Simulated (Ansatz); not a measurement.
# Se on Al(100): change of the work function, part 3 of 4

How does Se on the hollow site change the work function of Al(100) as the layer fills?

Ansatz 0.2.0; plane-wave DFT, PBE, Ansatz PAW.

So far, work function, upper face (eV): step 2 (the clean slab) 4.29; step 3 (37 atoms, coverage 0.111 ML, cell 3x3) 4.38.

### Step 4. The covered slab, k-mesh 6×6×1, coverage 0.25 ML

System of this step: Se/Al(100). The cell holds 17 atoms: 16 Al and 1 Se. Its edges and angles: a = 5.728 Å, b = 5.728 Å, c = 25.522 Å, α = 90.0°, β = 90.0°, γ = 90.0°. Vacuum lies along c.

Another coverage, to see how the dipoles act on each other as their distance changes.

File input.yaml:

```yaml
crystal:
  lattice:
    - [5.7275649276, 0.0, 0.0]
    - [0.0, 5.7275649276, 0.0]
    - [0.0, 0.0, 25.5215740695]
  atoms:
    - { symbol: Al, position: [0.25, 0.25, 0.3526428258] }
    - { symbol: Al, position: [0.0, 0.0, 0.4319874616] }
    - { symbol: Al, position: [0.25, 0.25, 0.510718198] }
    - { symbol: Al, position: [0.0, 0.0, 0.5911034374] }
    - { symbol: Al, position: [0.25, 0.75, 0.3526428258] }
    - { symbol: Al, position: [0.0, 0.5, 0.4319874616] }
    - { symbol: Al, position: [0.25, 0.75, 0.510718198] }
    - { symbol: Al, position: [0.0, 0.5, 0.5911034374] }
    - { symbol: Al, position: [0.75, 0.25, 0.3526428258] }
    - { symbol: Al, position: [0.5, 0.0, 0.4319874616] }
    - { symbol: Al, position: [0.75, 0.25, 0.510718198] }
    - { symbol: Al, position: [0.5, 0.0, 0.5911034374] }
    - { symbol: Al, position: [0.75, 0.75, 0.3526428258] }
    - { symbol: Al, position: [0.5, 0.5, 0.4319874616] }
    - { symbol: Al, position: [0.75, 0.75, 0.510718198] }
    - { symbol: Al, position: [0.5, 0.5, 0.5911034374] }
    - { symbol: Se, position: [0.25, 0.25, 0.6473571742] }
kpoints:
  mp_grid: { grid: [6, 6, 1] }
hamiltonian:
  xc: pbe
scf:
  occupations: { method: fermi_dirac, width: 0.1 }
  convergence: { dr2_threshold: 1.0e-08 }
efield:
  axis: 3
  dipole_correction: true
  ramp_position: 0.97
  ramp_width: 0.06
relax:
  f_tol: 0.02
  max_steps: 60
  constraints: [{ sites: [0, 1, 4, 5, 8, 9, 12, 13] }]
output:
  dos: { projected: true, e_range: [-8, 4] }
  write_potential: true
  write_density: true
  volumetric_format: npy
  elf: true
```

Started as:

```bash
> ansatz run input.yaml --threads 4 --pin off --max-ram 8192MiB --backend cpu --events-out ev --progress --plain --runs-dir out
```

Output:

```text
[...]
Crystal: 17 atoms, lattice volume = 837.235 Å³
Basis set: ecut = 420 eV, 16449 PW (Γ), exchange–correlation on 80×80×360 points (8 copies of the dense FFT grid, shifted against one another)
Bands: 49, of which v1, the nominal top of the filled ones, is band 32 counted from 1 (31 counted from 0)
Symmetry: 8 space group operations
[...]
k-points: 10 of 36
[...]
SCF iter   1: F=—  HF=-14066.564210 eV  |F-HF|=—  |Δ(HF+E_count)|=         —  Δρ=2.07e-3  dr2=6.61e-1  ethr=1.77e-3  p=-0.037 e·Å  D=-7.92e-3 V/Å  ΔV_dip=0.20 eV  dr2_dipole=1.78e-1  V_vac-E_F(+/−)=4.41/4.21 eV  ⟨swp⟩=12.6  Hψ=2997  notcnv=0  defer=2
[...]
SCF iter   8: F=-14066.527653 eV  HF=-14066.527653 eV  |F-HF|=8.20e-9  |Δ(HF+E_count)|=   7.87e-8  Δρ=4.50e-7  dr2=5.32e-9  ethr=1.56e-11  p=0.022 e·Å  D=4.82e-3 V/Å  ΔV_dip=-0.12 eV  dr2_dipole=8.25e-10  V_vac-E_F(+/−)=4.25/4.37 eV  ⟨swp⟩=17.9  Hψ=3599  notcnv=0
SCF 1 converged in 8 iterations: F = -14066.527653 eV  dr2 = 5.32e-9
[...]
relax step   1: F+E_penalty+E_count = -14066.52765340 eV  Δ(F+E_penalty+E_count) = +0.000e0 eV  max|allowed force component| = 2.252e0 eV/Å  Δτ_max = 0.0000 Å  (8 SCF iters, accepted)
[...]
SCF iter   8: F=-14066.886674 eV  HF=-14066.886674 eV  |F-HF|=8.30e-9  |Δ(HF+E_count)|=   2.03e-8  Δρ=3.56e-7  dr2=3.29e-9  ethr=1.56e-11  p=-0.013 e·Å  D=-2.74e-3 V/Å  ΔV_dip=0.07 eV  dr2_dipole=1.14e-10  V_vac-E_F(+/−)=4.43/4.36 eV  ⟨swp⟩=16.1  Hψ=3391  notcnv=0
SCF 2 converged in 8 iterations: F = -14066.886674 eV  dr2 = 3.29e-9
relax step   2: F+E_penalty+E_count = -14066.88667387 eV  Δ(F+E_penalty+E_count) = -3.590e-1 eV  max|allowed force component| = 3.697e-1 eV/Å  Δτ_max = 0.1645 Å  (8 SCF iters, accepted)
SCF iter   1: F=—  HF=-14066.898620 eV  |F-HF|=—  |Δ(HF+E_count)|=         —  Δρ=5.35e-4  dr2=9.53e-3  ethr=1.83e-4  p=-0.013 e·Å  D=-2.74e-3 V/Å  ΔV_dip=0.07 eV  dr2_dipole=3.60e-3  V_vac-E_F(+/−)=4.43/4.36 eV  ⟨swp⟩=2.3  Hψ=1086  notcnv=0  defer=8
[...]
SCF iter   7: F=-14066.897853 eV  HF=-14066.897853 eV  |F-HF|=8.11e-9  |Δ(HF+E_count)|=   7.80e-8  Δρ=3.60e-7  dr2=2.27e-9  ethr=1.56e-11  p=-0.024 e·Å  D=-5.18e-3 V/Å  ΔV_dip=0.13 eV  dr2_dipole=1.66e-10  V_vac-E_F(+/−)=4.48/4.35 eV  ⟨swp⟩=14.7  Hψ=3365  notcnv=0
SCF 3 converged in 7 iterations: F = -14066.897853 eV  dr2 = 2.27e-9
relax step   3: F+E_penalty+E_count = -14066.89785284 eV  Δ(F+E_penalty+E_count) = -1.118e-2 eV  max|allowed force component| = 3.959e-2 eV/Å  Δτ_max = 0.0505 Å  (7 SCF iters, accepted)
SCF iter   1: F=—  HF=-14066.897799 eV  |F-HF|=—  |Δ(HF+E_count)|=         —  Δρ=9.99e-5  dr2=3.60e-4  ethr=5.07e-6  p=-0.024 e·Å  D=-5.18e-3 V/Å  ΔV_dip=0.13 eV  dr2_dipole=7.61e-5  V_vac-E_F(+/−)=4.48/4.35 eV  ⟨swp⟩=2.1  Hψ=1064  notcnv=0  defer=6
[...]
SCF iter   6: F=-14066.898182 eV  HF=-14066.898182 eV  |F-HF|=6.99e-9  |Δ(HF+E_count)|=   4.17e-8  Δρ=2.89e-7  dr2=1.06e-9  ethr=1.56e-11  p=-0.023 e·Å  D=-4.97e-3 V/Å  ΔV_dip=0.13 eV  dr2_dipole=5.02e-12  V_vac-E_F(+/−)=4.48/4.35 eV  ⟨swp⟩=11.1  Hψ=3076  notcnv=0
SCF 4 converged in 6 iterations: F = -14066.898182 eV  dr2 = 1.06e-9
relax step   4: F+E_penalty+E_count = -14066.89818219 eV  Δ(F+E_penalty+E_count) = -3.294e-4 eV  max|allowed force component| = 5.723e-3 eV/Å  Δτ_max = 0.0067 Å  (6 SCF iters, accepted)
[...]
SCF converged after 6 iterations
Free energy (F): -14066.898182 eV
[...]
Internal energy: -14066.677092 eV  (E = F + TS)
E sigma→0 (E₀):  -14066.787637 eV
Entropy (-TS):   -0.221090 eV (-13.005 meV/atom)
Fermi energy:    -0.085631 eV
Dipole field:    D = -0.004973 V/Å  (p = -0.023010 e·Å, saw-weighted, corrected)
Work function:   Φ+ = 4.4796 eV   Φ− = 4.3527 eV
[...]
--- Forces (eV/Å), atoms counted from 1 ---
  atom   1  Al    -0.00000000     0.00000000    -0.22688969
  atom   2  Al     0.08922132     0.08922132     0.06603219
  atom   3  Al     0.00000000    -0.00000000     0.00572284
  atom   4  Al     0.00268242     0.00268242     0.00068444
  atom   5  Al    -0.00000000     0.00000000    -0.03626716
  atom   6  Al     0.08922132    -0.08922132     0.06603219
  atom   7  Al     0.00000000     0.00000000    -0.00082087
  atom   8  Al     0.00268242    -0.00268242     0.00068444
  atom   9  Al    -0.00000000    -0.00000000    -0.03626716
  atom  10  Al    -0.08922132     0.08922132     0.06603219
  atom  11  Al    -0.00000000    -0.00000000    -0.00082087
  atom  12  Al    -0.00268242     0.00268242     0.00068444
  atom  13  Al     0.00000000     0.00000000     0.03195441
  atom  14  Al    -0.08922132    -0.08922132     0.06603219
  atom  15  Al    -0.00000000    -0.00000000    -0.00288968
  atom  16  Al    -0.00268242    -0.00268242     0.00068444
  atom  17  Se    -0.00000000    -0.00000000    -0.00058870
  max |Σ_I F_I| component: 3.86e-7 eV/Å
--- Band table (eV; the first three rows and the last of 10) ---
  k-point 0: bands = [... 28 lower, -1.1894, -1.1573, -1.1573, -1.1316, -0.1364, 0.0867, 0.1297, 0.4081, ... 13 higher]
  k-point 1: bands = [... 28 lower, -1.5567, -0.9146, -0.6064, -0.1531, -0.1483, -0.1015, 0.0969, 0.5891, ... 13 higher]
  k-point 2: bands = [... 28 lower, -1.5123, -0.8849, -0.6995, -0.5741, 0.2797, 0.6330, 0.8569, 1.1528, ... 13 higher]
  k-point 9: bands = [... 28 lower, -0.3723, -0.1401, 0.5144, 0.5144, 0.6743, 0.7706, 0.9085, 0.9927, ... 13 higher]
--- Relaxed structure (4 steps of the walk, 4 accepted, 0 SCFs on fresh bases) ---
  F+E_penalty+E_count = -14066.89818219 eV   max|allowed force component| = 5.723e-3 eV/Å
  atoms:
    - { symbol: Al, position: [0.250000, 0.250000, 0.3526428258] }
    - { symbol: Al, position: [0.0, 0.0, 0.431987] }
    - { symbol: Al, position: [0.250000, 0.250000, 0.512464] }
    - { symbol: Al, position: [-0.00826804, -0.00826804, 0.591264] }
    - { symbol: Al, position: [0.250000, 0.750000, 0.3526428258] }
    - { symbol: Al, position: [0.0, 0.500000, 0.431987] }
    - { symbol: Al, position: [0.250000, 0.750000, 0.513261] }
    - { symbol: Al, position: [-0.00826804, 0.508268, 0.591264] }
    - { symbol: Al, position: [0.750000, 0.250000, 0.3526428258] }
    - { symbol: Al, position: [0.500000, 0.0, 0.431987] }
    - { symbol: Al, position: [0.750000, 0.250000, 0.513261] }
    - { symbol: Al, position: [0.508268, -0.00826804, 0.591264] }
    - { symbol: Al, position: [0.750000, 0.750000, 0.3526428258] }
    - { symbol: Al, position: [0.500000, 0.500000, 0.431987] }
    - { symbol: Al, position: [0.750000, 0.750000, 0.506596] }
    - { symbol: Al, position: [0.508268, 0.508268, 0.591264] }
    - { symbol: Se, position: [0.250000, 0.250000, 0.655521] }
```

Wall time 66 s (4 threads of Arm Neoverse N1, shared host); peak memory 1.4 GiB; 4.3 min of CPU time.

Step by step:

| step | energy less that of the first step (eV) | largest force component (eV/Å) |
| --- | --- | --- |
| 1 | 0.0000 | 2.2525 |
| 2 | -0.3590 | 0.3697 |
| 3 | -0.3702 | 0.0396 |
| 4 | -0.3705 | 0.0057 |

The run keeps the 8 symmetry operations that the program found, so distortions that break them were not tested.

The atoms that moved most (Å):

| atom | dx | dy | dz | length |
| --- | --- | --- | --- | --- |
| Se17 | 0.000 | 0.000 | 0.208 | 0.208 |
| Al15 | 0.000 | 0.000 | -0.105 | 0.105 |
| Al8 | -0.047 | 0.047 | 0.004 | 0.067 |
| Al4 | -0.047 | -0.047 | 0.004 | 0.067 |
| Al16 | 0.047 | 0.047 | 0.004 | 0.067 |
| Al12 | 0.047 | -0.047 | 0.004 | 0.067 |
| Al7 | 0.000 | 0.000 | 0.065 | 0.065 |
| Al11 | 0.000 | 0.000 | 0.065 | 0.065 |

The relaxed structure:

```xyz
17
Lattice="5.7276 0.0000 0.0000 0.0000 5.7276 0.0000 0.0000 0.0000 25.5216" Properties=species:S:1:pos:R:3
Al    1.4319    1.4319    9.0000
Al    0.0000    0.0000   11.0250
Al    1.4319    1.4319   13.0789
Al   -0.0474   -0.0474   15.0900
Al    1.4319    4.2957    9.0000
Al    0.0000    2.8638   11.0250
Al    1.4319    4.2957   13.0992
Al   -0.0474    2.9111   15.0900
Al    4.2957    1.4319    9.0000
Al    2.8638    0.0000   11.0250
Al    4.2957    1.4319   13.0992
Al    2.9111   -0.0474   15.0900
Al    4.2957    4.2957    9.0000
Al    2.8638    2.8638   11.0250
Al    4.2957    4.2957   12.9291
Al    2.9111    2.9111   15.0900
Se    1.4319    1.4319   16.7299
```

This step gave:

```
energy at zero smearing        : -14066.7876 eV
work function, upper face      : 4.480 eV
work function, lower face      : 4.353 eV
dipole along the normal        : -0.02301 e·Å
step between the vacuum levels : 0.1269 eV
```

The density of states has structure finer than the step of the table below, so its rows give means over 0.25 eV. Peaks (eV: height): -4.240: 16.5, -3.670: 15.3, -2.650: 14.5, -2.110: 13.1, 0.990: 15.5, 1.320: 16.1, 1.680: 15.3.

The density of states by energy, zero at the Fermi level; means over each step:

| energy (eV) | density of states (states/eV a cell) |
| --- | --- |
| -7.75 | 3.00 |
| -7.50 | 2.66 |
| -7.25 | 4.22 |
| -7.00 | 3.48 |
| -6.75 | 3.69 |
| -6.50 | 4.91 |
| -6.25 | 5.15 |
| -6.00 | 6.11 |
| -5.75 | 3.45 |
| -5.50 | 4.65 |
| -5.25 | 5.18 |
| -5.00 | 5.24 |
| -4.75 | 5.98 |
| -4.50 | 4.69 |
| -4.25 | 10.7 |
| -4.00 | 4.28 |
| -3.75 | 4.81 |
| -3.50 | 9.14 |
| -3.25 | 5.29 |
| -3.00 | 5.35 |
| -2.75 | 10.5 |
| -2.50 | 5.46 |
| -2.25 | 6.41 |
| -2.00 | 7.98 |
| -1.75 | 4.86 |
| -1.50 | 7.81 |
| -1.25 | 6.75 |
| -1.00 | 7.87 |
| -0.75 | 9.34 |
| -0.50 | 8.01 |
| -0.25 | 6.98 |
| 0.00 | 6.09 |
| 0.25 | 6.79 |
| 0.50 | 7.22 |
| 0.75 | 7.69 |
| 1.00 | 7.73 |
| 1.25 | 10.5 |
| 1.50 | 6.73 |
| 1.75 | 9.22 |

Projected DOS per atom over height of the atomic layer and energy from the Fermi level. Layers: Al4 Al4 Al4 Al4 Se from below.

Values in states/eV, 22 rows by 5 columns, each cell a mean:
```
0.55 0.44 0.39 0.49 0.44
0.45 0.50 0.53 0.43 0.30
0.55 0.32 0.31 0.51 0.31
0.50 0.35 0.33 0.47 0.29
0.44 0.29 0.31 0.34 0.33
0.51 0.43 0.44 0.45 0.38
0.55 0.38 0.43 0.46 0.46
0.56 0.34 0.33 0.45 0.53
0.43 0.34 0.32 0.29 0.61
0.37 0.34 0.33 0.27 0.59
0.50 0.43 0.49 0.40 0.83
0.31 0.28 0.28 0.28 0.75
0.35 0.31 0.28 0.32 1.22
0.41 0.38 0.42 0.40 1.47
0.25 0.27 0.29 0.31 0.80
0.26 0.27 0.22 0.35 0.79
0.22 0.25 0.24 0.27 0.47
0.24 0.36 0.34 0.30 0.33
0.25 0.31 0.30 0.29 0.26
0.17 0.25 0.25 0.19 0.14
0.17 0.26 0.25 0.20 0.10
0.14 0.21 0.21 0.16 0.08
```
Columns: height of the atomic layer (Å) from 9 to 16.7 (not evenly spaced); rows upwards: energy from the Fermi level (eV) from -7.96 to 1.95.

Valence density in the ca plane at fractional y = 0.250, with atoms of Al and Se within 0.2 Å of it. It is the smooth field of the valence electrons, not physical close to the nuclei.

Ten steps, logarithmic in the rise over the least value, from '0' (0 e/Å³) to '9' (21 e/Å³), each cell a mean:
```
01111111111111111111110000000000000000000000
01111111111111111111100000000000000000000000
01100111111111001111000000000000000000000000
11000111001110000111000000000000000000000000
01100111111111001111000000000000000000000000
01111111111111111111100000000000000000000000
01111111111111111111110000000000000000000000
00111111111111111111111111100000000000000000
01111111111111111111111232210000000000000000
01111111111111111111112466421000000000000000
01000111001110001110113699631000000000000000
01000111001110001110113699631000000000000000
01111111111111111111112466421000000000000000
01111111111111111111111222210000000000000000
00111111111111111111111111000000000000000000
```
Columns run along c (16.0 Å, from fractional 0.31 to 0.94 of the cell), rows up along a (5.7 Å). Atoms in or near the plane, at fractional coordinates: Al at (0.35, 0.25), Al at (0.51, 0.25), Al at (0.35, 0.75), Al at (0.51, 0.75), Se at (0.66, 0.25).

ELF in the ca plane at fractional y = 0.250, with atoms of Al and Se within 0.2 Å of it. It is the smooth field of the valence electrons, not physical close to the nuclei.

Ten even steps from '0' (0.00) to '9' (0.87), each cell a mean:
```
78987666766666777776543323221100000000000000
99865666555666447765432110000000000000000000
98311354333562002554332100000000000000000000
97241254323451211443322100000000000000000000
98311454333562003554332100000000000000000000
89865666555666456765432110000000000000000000
78987666766666777776543333321100000000000000
78887667776666677765445666664310000000000000
79987766656676667764347888887531000000000000
88523565434664225642257878999742000000000000
96231254223551111532257634899852100000000000
96231254223551111532257634899852100000000000
88523565434664125642257878999742000000000000
79987766656676667764347888987531000000000000
78887667776666677765445667664310000000000000
```
Columns run along c (16.0 Å, from fractional 0.31 to 0.94 of the cell), rows up along a (5.7 Å). Atoms in or near the plane, at fractional coordinates: Al at (0.35, 0.25), Al at (0.51, 0.25), Al at (0.35, 0.75), Al at (0.51, 0.75), Se at (0.66, 0.25).

Electrostatic potential energy in the ca plane at fractional y = 0.250, with atoms of Al and Se within 0.2 Å of it. With pseudopotentials it is smooth inside the atoms' cores, unlike the true potential.

Ten even steps from '0' (-18 eV) to '9' (4 eV), each cell a mean:
```
88666788777887667887778899999999999999999999
85201478888862003688888999999999999999999999
61021058888730220478899999999999999999999999
60253048898720540378999999999999999999999999
62021058888730220478899999999999999999999999
85211478888863113688888999999999999999999999
88666788777887667887778899999999999999999999
98777888777887777887778888899999999999999999
87434678878875335788777533589999999999999999
73000268888740001578874000058999999999999999
61143057888720440378871034028999999999999999
61143057888720440378871034028999999999999999
73000268888740001578874000058999999999999999
87434678778875335788777522589999999999999999
98777888777887778887778888899999999999999999
```
Columns run along c (16.0 Å, from fractional 0.31 to 0.94 of the cell; values clipped at the 3rd and 97th percentile), rows up along a (5.7 Å). Atoms in or near the plane, at fractional coordinates: Al at (0.35, 0.25), Al at (0.51, 0.25), Al at (0.35, 0.75), Al at (0.51, 0.75), Se at (0.66, 0.25).

The relaxation took 4 steps and lowered the energy by 0.37 eV; the largest force on the free atoms ends at 0.0057 eV/Å.

By hand: a sheet of dipoles makes a step −p/(ε₀A) in the electron's potential. With e/ε₀ = 180.95 V·Å, p = -0.02301 e·Å and A = 32.80 Å², that is −180.95 × (-0.02301) / 32.80 = +0.127 eV, and the two vacuum levels of the run differ by +0.127 eV.

The covered face has 4.48 eV, +0.19 eV against the clean one; the bare back face has moved by +0.05 eV, a measure of how thin the slab is.

### Step 5. Adsorbate added, k-mesh 6×6×1, coverage 0.5 ML

System of this step: Se/Al(100). The cell holds 18 atoms: 16 Al and 2 Se. Cell: a = 5.728 Å, b = 5.728 Å, c = 25.522 Å, α = 90.0°, β = 90.0°, γ = 90.0°. Vacuum lies along c.

Another coverage, to see how the dipoles act on each other as their distance changes.

Changes to input.yaml since step 4:

```diff
@@ -23,2 +23,3 @@
     - { symbol: Se, position: [0.25, 0.25, 0.6473571742] }
+    - { symbol: Se, position: [0.75, 0.75, 0.6473571742] }
 kpoints:
```

Output:

```text
[...]
Crystal: 18 atoms, lattice volume = 837.235 Å³
Basis set: ecut = 420 eV, 16449 PW (Γ), exchange–correlation on 80×80×360 points (8 copies of the dense FFT grid, shifted against one another)
Bands: 58, of which v1, the nominal top of the filled ones, is band 40 counted from 1 (39 counted from 0)
Symmetry: 16 space group operations
[...]
- { symbol: Al, position: [0.750000, 0.750000, 0.3526428258] }
    - { symbol: Al, position: [0.500000, 0.500000, 0.431987] }
    - { symbol: Al, position: [0.750000, 0.750000, 0.508335] }
    - { symbol: Al, position: [0.500000, 0.500000, 0.587963] }
    - { symbol: Se, position: [0.250000, 0.250000, 0.655392] }
    - { symbol: Se, position: [0.750000, 0.750000, 0.655392] }
[key lines of the parts left out:]
SCF converged after 6 iterations
Free energy (F): -19537.552986 eV
Fermi energy:    0.285752 eV
Dipole field:    D = -0.006118 V/Å  (p = -0.028308 e·Å, saw-weighted, corrected)
Work function:   Φ+ = 4.5088 eV   Φ− = 4.3526 eV
```

It took 94 s on 4 threads; peak memory 1.5 GiB; 6.1 min of CPU time.

(Part 3 of 4 ends here.)

[Long decimals in the printed logs are rounded to 6 places.]

[Logs are printed without paths, hosts, clocks, repeated set-up lines and the standing remarks that a program may print on its own settings, such as how far it seeks lower states.]

[Hosts, paths, dates, database ids (printed as entryN), source tags and the programs' standing remarks are cut or masked in the printed files.]

[Maps of the electrostatic potential energy from Ansatz leave out the sawtooth potential of an applied field or a dipole correction, so their vacuum need not be flat; planar profiles and work functions include it.]
